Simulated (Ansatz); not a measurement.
# What HfZnO3 in P4/mbm, a phase reached by a soft mode distorts into, part 3 of 3

Wanted: the energy along a soft mode of HfZnO3 in P4/mbm, a phase reached by a soft mode and the structure at the end.

Ansatz 0.2.0; DFT PBEsol, scalar-relativistic, plane waves, PAW; PAW set soft_1.

So far. Step 4 (The mode frozen in, largest atomic shift 0.45 Å): The run ends at a pressure of -3.56 GPa, with forces up to 1.0 eV/Å. Step 5 (Energy along the mode, all amplitudes (two of the runs …): The lowest of the steps tried is at 0.45 Å, 39.9 meV/atom below the parent; the bottom of the well need not coincide with a step.

The structure was built from a prototype and need not be the compound's stable phase.

### 7. The new phase in its own primitive cell

The relaxed structure is symmetrised, reduced to its primitive cell and relaxed tightly, as its phonons need.

Contents of input.yaml:

```yaml
crystal:
  lattice:
    - [3.8026978136, 0.0, 0.0]
    - [0.0, 4.0067705468, 4.024199153]
    - [0.0, -4.0067705468, 4.024199153]
  atoms:
    - { symbol: Zn, position: [0.0, 0.4606246312, 0.4606246312] }
    - { symbol: Zn, position: [0.0, 0.0841738782, 0.0841738782] }
    - { symbol: Hf, position: [0.5, 0.5133749904, 0.9886174232] }
    - { symbol: Hf, position: [0.5, 0.9886174232, 0.5133749904] }
    - { symbol: O, position: [0.5, 0.674392353, 0.3431548821] }
    - { symbol: O, position: [0.5, 0.3431548821, 0.674392353] }
    - { symbol: O, position: [0.5, 0.8207648685, 0.8207648685] }
    - { symbol: O, position: [0.5, 0.1471211837, 0.1471211837] }
    - { symbol: O, position: [0.0, 0.4630091813, 0.0903153006] }
    - { symbol: O, position: [0.0, 0.0903153006, 0.4630091813] }
kpoints:
  mp_grid: { grid: [6, 4, 4] }
hamiltonian:
  xc: pbesol
  pseudopotentials: { kind: paw, azcp: { folder: soft_1 }, xc_functional: pbe }
scf:
  occupations: { method: fixed }
output:
  forces: true
  stress: true
  eigenvalues: true
relax:
  adjacent_minimum: "off"
  f_tol: 0.001
  max_steps: 60
  cell: { stress_tol: 0.01 }
```

The run is started by

```
> ansatz run input.yaml --threads 8 --pin off --max-ram 16384MiB --backend cpu --events-out ev --progress --plain --runs-dir out
```

Numbers of over 12 decimals in the logs are rounded to 6 here.

The log of the run:

```text
[...]
Crystal: 10 atoms, lattice volume = 122.630 Å³
Basis set: ecut = 420 eV, 2421 PW (Γ), exchange–correlation on 54×80×80 points (8 copies of the dense FFT grid, shifted against one another)
Bands: 68, of which v1, the nominal top of the filled ones, is band 56 counted from 1 (55 counted from 0)
Symmetry: 4 space group operations
[...]
k-points: 28 of 96 (time reversal used)
[...]
- { symbol: Zn, position: [0, 0.084196, 0.084196] }
    - { symbol: Hf, position: [0.5, 0.513374, 0.988612] }
    - { symbol: Hf, position: [0.5, 0.988612, 0.513374] }
    - { symbol: O, position: [0.5, 0.674387, 0.343179] }
    - { symbol: O, position: [0.5, 0.343179, 0.674387] }
    - { symbol: O, position: [0.5, 0.820737, 0.820737] }
    - { symbol: O, position: [0.5, 0.147069, 0.147069] }
    - { symbol: O, position: [0, 0.462991, 0.090370] }
    - { symbol: O, position: [0, 0.090370, 0.462991] }
[key lines of the parts left out:]
SCF converged after 6 iterations
Free energy (F): -41133.192140 eV
Fermi energy:    9.857072 eV
P = ⅓ Tr σ = 0.0001 GPa (0.001 kbar)
```

Run time: 29 s. Hardware: 8 threads of Arm Neoverse V2, shared host; peak memory 0.79 GiB; 3.6 min of CPU time.

Little changed from the start: no atom moved by 0.005 Å and no cell edge by 0.1 %.

Numbers from this step:

```
pressure           : 5.67e-5 GPa
direct gap on mesh : 1.575 eV
```

The largest force component left is 0.33 meV/Å and the pressure is 0.000 GPa, within the tolerances set. The cell now holds 12.26 Å³/atom.

### 8. Modes of the new phase

A relaxed structure may still be a saddle point, so its zone-centre modes are computed. The response to a homogeneous field gives the Born charges and the dielectric tensor.

Contents of input.yaml:

```yaml
crystal:
  lattice:
    - [3.8023688837, 0.0, 0.0]
    - [0.0, 4.0069123418, 4.0242992935]
    - [0.0, -4.0069123418, 4.0242992935]
  atoms:
    - { symbol: Zn, position: [0.0, 0.4606337123, 0.4606337123] }
    - { symbol: Zn, position: [0.0, 0.0841957097, 0.0841957097] }
    - { symbol: Hf, position: [0.5, 0.5133740807, 0.9886122332] }
    - { symbol: Hf, position: [0.5, 0.9886122332, 0.5133740807] }
    - { symbol: O, position: [0.5, 0.6743871621, 0.3431794352] }
    - { symbol: O, position: [0.5, 0.3431794352, 0.6743871621] }
    - { symbol: O, position: [0.5, 0.8207370033, 0.8207370033] }
    - { symbol: O, position: [0.5, 0.1470690739, 0.1470690739] }
    - { symbol: O, position: [0.0, 0.462990547, 0.0903697348] }
    - { symbol: O, position: [0.0, 0.0903697348, 0.462990547] }
kpoints:
  mp_grid: { grid: [6, 4, 4] }
hamiltonian:
  xc: pbesol
  pseudopotentials: { kind: paw, azcp: { folder: soft_1 }, xc_functional: pbe }
scf:
  occupations: { method: fixed }
output:
  eigenvalues: true
phonons:
  method: dfpt
  dielectric: true
  rigid_motions: translations
```

The log of the run:

```text
[...]
Crystal: 10 atoms, lattice volume = 122.627 Å³
Basis set: ecut = 420 eV, 2421 PW (Γ), exchange–correlation on 54×80×80 points (8 copies of the dense FFT grid, shifted against one another)
Bands: 68, of which v1, the nominal top of the filled ones, is band 56 counted from 1 (55 counted from 0)
Symmetry: 4 space group operations
k-points: 52 of 96 (irreducible under 1 space group operation, time reversal used)
[...]
SCF iter   1: F=—  HF=-41137.928470 eV  |F-HF|=—  |Δ(HF+E_count)|=         —  Δρ=1.04e-1  dr2=1.46e1  ethr=3.10e-3  ⟨swp⟩=4.7  Hψ=11175  notcnv=0  defer=474
[...]
SCF iter  17: F=-41133.192140 eV  HF=-41133.192140 eV  |F-HF|=4.37e-11  |Δ(HF+E_count)|=  4.37e-11  Δρ=1.83e-7  dr2=3.77e-11  ethr=1.00e-12  ⟨swp⟩=13.8  Hψ=22493  notcnv=0
SCF 1 converged in 17 iterations: F = -41133.192140 eV  dr2 = 3.77e-11
[...]
NSCF: frozen V_eff on 2 k-points
[...]
Bands: 57, of which v1, the nominal top of the filled ones, is band 56 counted from 1 (55 counted from 0)
k-points: 18 of 96 (time reversal used)
[...]
Eigensolver: Dense (18 Hₖ)
SCF iter   1: F=—  HF=-41133.064083 eV  |F-HF|=—  |Δ(HF+E_count)|=         —  Δρ=5.77e-4  dr2=8.95e-5  ethr=1.00e-1
[...]
SCF iter   6: F=-41133.064157 eV  HF=-41133.064157 eV  |F-HF|=1.05e-8  |Δ(HF+E_count)|=   7.79e-9  Δρ=3.75e-6  dr2=1.58e-8  ethr=9.86e-11
SCF 1 converged in 6 iterations: F = -41133.064157 eV  dr2 = 1.58e-8
[...]
SCF converged after 17 iterations
Free energy (F): -41133.192140 eV
[...]
Internal energy: -41133.192140 eV  (E = F + TS)
E sigma→0 (E₀):  -41133.192140 eV
Fermi energy:    9.857072 eV
[...]
--- Band table (eV; the first three rows and the last of 52) ---
  k-point 0: bands = [... 52 lower, 8.7287, 8.7915, 9.6761, 9.6868, 11.2619, 13.8051, 14.7208, 14.7321, ... 8 higher]
  k-point 1: bands = [... 52 lower, 8.6915, 8.9247, 9.2982, 9.5749, 11.8239, 13.6499, 14.7901, 14.9300, ... 8 higher]
  k-point 2: bands = [... 52 lower, 8.6149, 9.0516, 9.3717, 9.4597, 12.7215, 12.9925, 14.8635, 14.9937, ... 8 higher]
  k-point 51: bands = [... 52 lower, 8.6587, 8.8812, 9.0942, 9.4748, 13.9541, 14.4572, 14.7285, 15.2414, ... 8 higher]
[...]
ASR residual: 2.178e-4 → 0.000e0 eV/Å²; symmetrization residual: 2.835e-5 eV/Å²
[...]
ε∞ (high-frequency dielectric tensor):
        5.348045    -0.000000     0.000000
       -0.000000     5.137436     0.000000
        0.000000     0.000000     4.966599
[...]
Born effective charges Z* (e; rows j = field, columns β = displacement):
    site 0:
         2.87326   -0.00000    0.00000
        -0.00000    2.62787   -0.00000
         0.00000   -0.00000    2.05004
    site 1:
         2.56810    0.00000    0.00000
        -0.00000    1.97287   -0.00000
         0.00000   -0.00000    2.22292
    site 2:
         4.82835   -0.00000    0.00000
        -0.00000    5.53893   -0.11917
         0.00000   -0.31476    5.23268
    site 3:
         4.82835    0.00000    0.00000
         0.00000    5.53893    0.11917
         0.00000    0.31476    5.23268
    site 4:
        -1.85674   -0.00000   -0.00000
        -0.00000   -2.01868   -0.17965
        -0.00000   -0.16032   -3.87993
    site 5:
        -1.85674    0.00000   -0.00000
         0.00000   -2.01868    0.17965
        -0.00000    0.16032   -3.87993
    site 6:
        -1.12245    0.00000   -0.00000
         0.00000   -4.81229    0.00000
        -0.00000    0.00000   -1.85716
    site 7:
        -2.16252    0.00000   -0.00000
         0.00000   -3.08752   -0.00000
        -0.00000   -0.00000   -1.72335
    site 8:
        -4.04980    0.00000   -0.00000
        -0.00000   -1.87073   -0.11562
        -0.00000    0.19345   -1.69898
    site 9:
        -4.04980   -0.00000   -0.00000
         0.00000   -1.87073    0.11562
        -0.00000   -0.19345   -1.69898
  Z* charge neutrality: 2.001e-2 e pre-enforcement
  solved inside a basis spanned on kpoints, on 6×4×4 k-points, its susceptibility summed on 10×6×6: ε∞ is read to err by 2.3e-2, Z* by 5.7e-2 e (field_mesh: kpoints solves on kpoints); Z* is corrected for what the basis lacks
  optical modes at Γ without the LO–TO term, one row a degenerate level:
      ω (cm⁻¹)  modes    IR ((D/Å)²/amu)
       -127.38      1             6.5367
        -82.74      1             3.3828
         82.15      1             0.5500
         93.05      1             0.0000
        113.20      1             0.2990
        125.39      1             0.0000
        132.57      1            11.3721
[...]
optical modes at Γ + LO–TO along q̂ = [1.0000, 0.0000, 0.0000]:
      ω (cm⁻¹)  modes    IR ((D/Å)²/amu)
[...]
optical modes at Γ + LO–TO along q̂ = [0.0000, 1.0000, 0.0000]:
      ω (cm⁻¹)  modes    IR ((D/Å)²/amu)
[...]
optical modes at Γ + LO–TO along q̂ = [0.0000, 0.0000, 1.0000]:
      ω (cm⁻¹)  modes    IR ((D/Å)²/amu)
[...]
370.47      1             2.7333
        380.37      1            17.0504
        402.09      1             2.3036
        437.69      1             4.6739
        446.40      1             4.2732
        486.77      1             2.6064
        534.26      1            30.4186
        586.92      1             6.5733
        650.17      1            58.4929
        674.45      1             0.0000
        700.71      1            24.4535
        755.45      1            15.4485
```

Wall time 3.6 min (8 threads); peak memory 2.3 GiB; 27 min of CPU time.

This step gave:

```
sum-rule residual before enforcement                    : 2.18e-4 eV/Å²
miss of the charge sum rule                             : 0.02001 e
estimated error of the dielectric tensor                : 0.02290
estimated error of the Born charges                     : 0.05670 e
point group                                             : mm2
highest optical mode at the zone centre (no LO-TO term) : 755.5 cm⁻¹
lowest optical zone-centre mode                         : -127.4 cm⁻¹
mean high-frequency dielectric constant                 : 5.151
largest Born charge (third of the trace)                : 5.200 e
top of the zone-centre spectrum with the field          : 812.5 cm⁻¹
```

Patterns of degenerate modes are one choice out of their space. Modes at Γ, with each element's share of the kinetic energy (negative means imaginary):

| mode | frequency (cm⁻¹) | symmetry | Zn % | Hf % | O % |
| --- | --- | --- | --- | --- | --- |
| 1 | -127.4 | B1 | 55 | 2 | 42 |
| 2 | -82.7 | B1 | 27 | 1 | 71 |
| 3 | 0.0 | acoustic | 22 | 61 | 16 |
| 4 | 0.0 | acoustic | 22 | 61 | 16 |
| 5 | 0.0 | acoustic | 22 | 61 | 16 |
| 6 | 82.2 | B2 | 56 | 43 | 2 |
| 7 | 93.0 | A2 | 0 | 36 | 64 |
| 8 | 113.2 | A1 | 52 | 41 | 7 |
| 9 | 125.4 | A2 | 0 | 60 | 40 |
| 10 | 132.6 | B2 | 56 | 5 | 39 |
| 11 | 133.5 | A1 | 66 | 24 | 11 |
| 12 | 141.8 | B1 | 72 | 5 | 23 |
| 13 | 174.8 | B2 | 23 | 33 | 43 |
| 14 | 195.5 | A1 | 50 | 26 | 24 |
| 15 | 202.2 | B2 | 28 | 38 | 34 |
| 16 | 216.9 | B1 | 12 | 25 | 64 |
| 17 | 237.7 | B2 | 14 | 9 | 77 |
| 18 | 254.1 | A1 | 3 | 38 | 59 |
| 19 | 307.1 | A1 | 3 | 3 | 94 |
| 20 | 380.4 | B2 | 1 | 7 | 92 |
| 21 | 385.8 | A1 | 3 | 1 | 97 |
| 22 | 417.5 | A1 | 0 | 4 | 96 |
| 23 | 446.4 | B2 | 0 | 0 | 100 |
| 24 | 473.6 | A1 | 1 | 2 | 97 |
| 25 | 534.3 | B1 | 11 | 2 | 87 |
| 26 | 534.9 | A1 | 0 | 1 | 99 |
| 27 | 586.9 | B2 | 0 | 2 | 98 |
| 28 | 674.5 | A2 | 0 | 4 | 96 |
| 29 | 700.7 | B1 | 1 | 3 | 96 |
| 30 | 755.5 | B2 | 0 | 1 | 99 |

Displacements in mode 1 (-127.4 cm⁻¹), the largest set to 1:
```
Zn1  0.87  0.00  0.00
Zn2 -0.16  0.00  0.00
Hf3 -0.08  0.00  0.00
Hf4 -0.08  0.00  0.00
O5  -0.82  0.00  0.00
O6  -0.82  0.00  0.00
O7   1.00  0.00  0.00
O8  -0.18  0.00  0.00
O9  -0.18  0.00  0.00
O10 -0.18  0.00  0.00
```

Displacements in mode 24 (473.6 cm⁻¹), the largest set to 1:
```
Zn1  0.00  0.00  0.02
Zn2  0.00  0.00  0.06
Hf3  0.00 -0.05  0.01
Hf4  0.00  0.05  0.01
O5   0.00  0.45 -0.40
O6   0.00 -0.45 -0.40
O7   0.00  0.00  1.00
O8   0.00  0.00 -0.89
O9   0.00  0.40  0.12
O10  0.00 -0.40  0.12
```

Optical modes at the zone centre, without and with the macroscopic field of the longitudinal modes; each column is sorted by frequency, so a row need not hold one and the same mode. Modes with and without the field, by row:

| rank among optical modes | no field (cm⁻¹) | q along (1, 0, 0) (cm⁻¹) | q along (0, 1, 0) (cm⁻¹) | q along (0, 0, 1) (cm⁻¹) |
| --- | --- | --- | --- | --- |
| 1 | -127.4 | -107.5 | -127.4 | -127.4 |
| 2 | -82.7 | 40 | -82.7 | -82.7 |
| 3 | 82.2 | 82.2 | 83.5 | 82.2 |
| 4 | 93 | 93 | 93 | 93 |
| 5 | 113.2 | 113.2 | 113.2 | 113.9 |
| 6 | 125.4 | 125.4 | 125.4 | 125.4 |
| 7 | 132.6 | 132.6 | 133.5 | 132.6 |
| 8 | 133.5 | 133.5 | 141.8 | 138.8 |
| 9 | 141.8 | 147.3 | 147.1 | 141.8 |
| 10 | 174.8 | 174.8 | 195.2 | 174.8 |
| 11 | 195.5 | 195.5 | 195.5 | 202.2 |
| 12 | 202.2 | 202.2 | 216.9 | 207.7 |
| 13 | 216.9 | 237.7 | 232.9 | 216.9 |
| 14 | 237.7 | 254.1 | 254.1 | 237.7 |
| 15 | 254.1 | 276.5 | 294.4 | 293.5 |
| 16 | 307.1 | 307.1 | 307.1 | 370.5 |
| 17 | 380.4 | 380.4 | 385.8 | 380.4 |
| 18 | 385.8 | 385.8 | 417.5 | 402.1 |
| 19 | 417.5 | 417.5 | 429.7 | 437.7 |
| 20 | 446.4 | 446.4 | 473.6 | 446.4 |
| 21 | 473.6 | 473.6 | 500.7 | 486.8 |
| 22 | 534.3 | 534.9 | 534.3 | 534.3 |
| 23 | 534.9 | 586.9 | 534.9 | 586.9 |
| 24 | 586.9 | 597.6 | 618 | 650.2 |
| 25 | 674.5 | 674.5 | 674.5 | 674.5 |
| 26 | 700.7 | 755.5 | 700.7 | 700.7 |
| 27 | 755.5 | 791.1 | 812.5 | 755.5 |

Born charge (rows field, columns displacement) (e), principal values of the symmetric part by kind of site:

| atom | atoms with these values | low | middle | high | mean |
| --- | --- | --- | --- | --- | --- |
| Zn1 | 1 | 2.05 | 2.63 | 2.87 | 2.52 |
| Zn2 | 1 | 1.97 | 2.22 | 2.57 | 2.25 |
| Hf3 | 2 | 4.83 | 5.12 | 5.65 | 5.20 |
| O5 | 2 | -3.90 | -2.00 | -1.86 | -2.59 |
| O7 | 1 | -4.81 | -1.86 | -1.12 | -2.60 |
| O8 | 1 | -3.09 | -2.16 | -1.72 | -2.32 |
| O9 | 2 | -4.05 | -1.88 | -1.69 | -2.54 |

In full for O8:

```
-2.16  0.00  0.00
 0.00 -3.09  0.00
 0.00  0.00 -1.72
```

High-frequency dielectric tensor:

```
5.35 0.00 0.00
0.00 5.14 0.00
0.00 0.00 4.97
```

Transverse modes; imaginary modes are left out. Infrared lines, with heights relative to the strongest:

| position (cm⁻¹) | relative intensity |
| --- | --- |
| 82 | 1.8 |
| 93 | 0.0 |
| 113 | 1.0 |
| 125 | 0.0 |
| 133 | 37 |
| 134 | 7.3 |
| 142 | 3.3 |
| 175 | 57 |
| 196 | 29 |
| 202 | 20 |
| 217 | 37 |
| 238 | 7.0 |
| 254 | 90 |
| 307 | 28 |
| 380 | 56 |
| 386 | 7.0 |
| 418 | 7.9 |
| 446 | 14 |
| 474 | 12 |
| 534 | 100 |
| 535 | 53 |
| 587 | 22 |
| 674 | 0.0 |
| 701 | 80 |
| 755 | 51 |

Before it was imposed, the acoustic sum rule was missed by 2.2e-4 eV/Å² and the charge sum rule by 0.020 e. Small misses are needed for a sound result but don't prove that mesh and cutoff are converged. The lowest optical mode is imaginary, 127.4i cm⁻¹, so the energy falls along it.

The log warns of the k mesh: “the force constants stand on the 6×4×4 k-mesh, whose period is 12.54 times the interband length at k = (0.0000, 0.0000, 0.0000), direct gap 1.575 eV, under 14: take them and everything formed from them as unconverged”.

### 9. The phases reached

The phases reached along the modes that were followed are set side by side.

Energies are those of the first relaxation, on the mesh of the frozen mode; space group, volume and gap are those of the last relaxation. Phases, by row:

| mode frozen in | space group | energy from parent (meV/atom) | volume (Å³/atom) | gap on mesh (eV) | lowest zone-centre optical mode (cm⁻¹) | largest shift (Å) |
| --- | --- | --- | --- | --- | --- | --- |
| parent | P4/mbm | 0 | 12.1 | 0.507 | – | – |
| q = (0, 0, 0), 243i cm⁻¹ | Pmc2_1 | -145.4 | 12.81 | 1.71 | -140.2 | 0.835 |
| q = (0, 0, 0), 243i cm⁻¹ | Amm2 | -117 | 12.26 | 1.405 | -127.4 | 0.609 |

### 10. Summary of results

| Quantity | Value |
| --- | --- |
| unstable mode of the parent | q = (0, 0, 0), 243i cm⁻¹ |
| depth at the lowest point sampled | 39.9 meV/atom |
| largest atomic shift at that point | 0.45 Å |
| space group reached (within 0.01 Å) | Amm2 |
| energy gained over the parent (first relaxation, on the mesh of the frozen mode) | 117 meV/atom |
| volume per atom, phase reached | 12.3 Å³ |
| gap on the k-mesh, phase reached | 1.40 eV |
| lowest optical zone-centre mode, phase reached | -127 cm⁻¹ |
| highest optical mode at the zone centre (no LO-TO term), phase reached | 755 cm⁻¹ |

What this shows: Along this mode the structure falls into Amm2, 117 meV/atom below the parent. At the parent's cell the well is 39.88 meV/atom deep on the steps tried, with its lowest point at a shift of 0.45 Å. Relaxing atoms and cell changes the gain by +77.09 meV/atom against the lowest step (energies at zero smearing). Most of the total comes from this relaxation. The new phase still has an imaginary mode at the zone centre of its cell, so it is a saddle point on the way to a lower structure. Of the 2 patterns followed to their end from this parent, this one ends 28.4 meV/atom above the lowest, Pmc2_1. Each path keeps the symmetry of its pattern, so a lower phase may lie along a pattern not tried. With the field response the log warns that the k mesh is coarse for the force constants too, so the frequencies may not be converged. In at least one run the field response is not settled by the k meshes in reach, so its dielectric tensor, Born charges and longitudinal modes are rough. Spin-orbit coupling is left out, which can matter for the heavy elements here. The PAW files were made for PBE and serve the other functionals too. The starting cell was built on a prototype and not taken from a measurement, so the phase need not exist.

[Logs are printed without paths, hosts, clocks, repeated set-up lines and the standing remarks that a program may print on its own settings, such as how far it seeks lower states.]

[Hosts, paths, dates, database ids (printed as entryN), source tags and the programs' standing remarks are cut or masked in the printed files.]
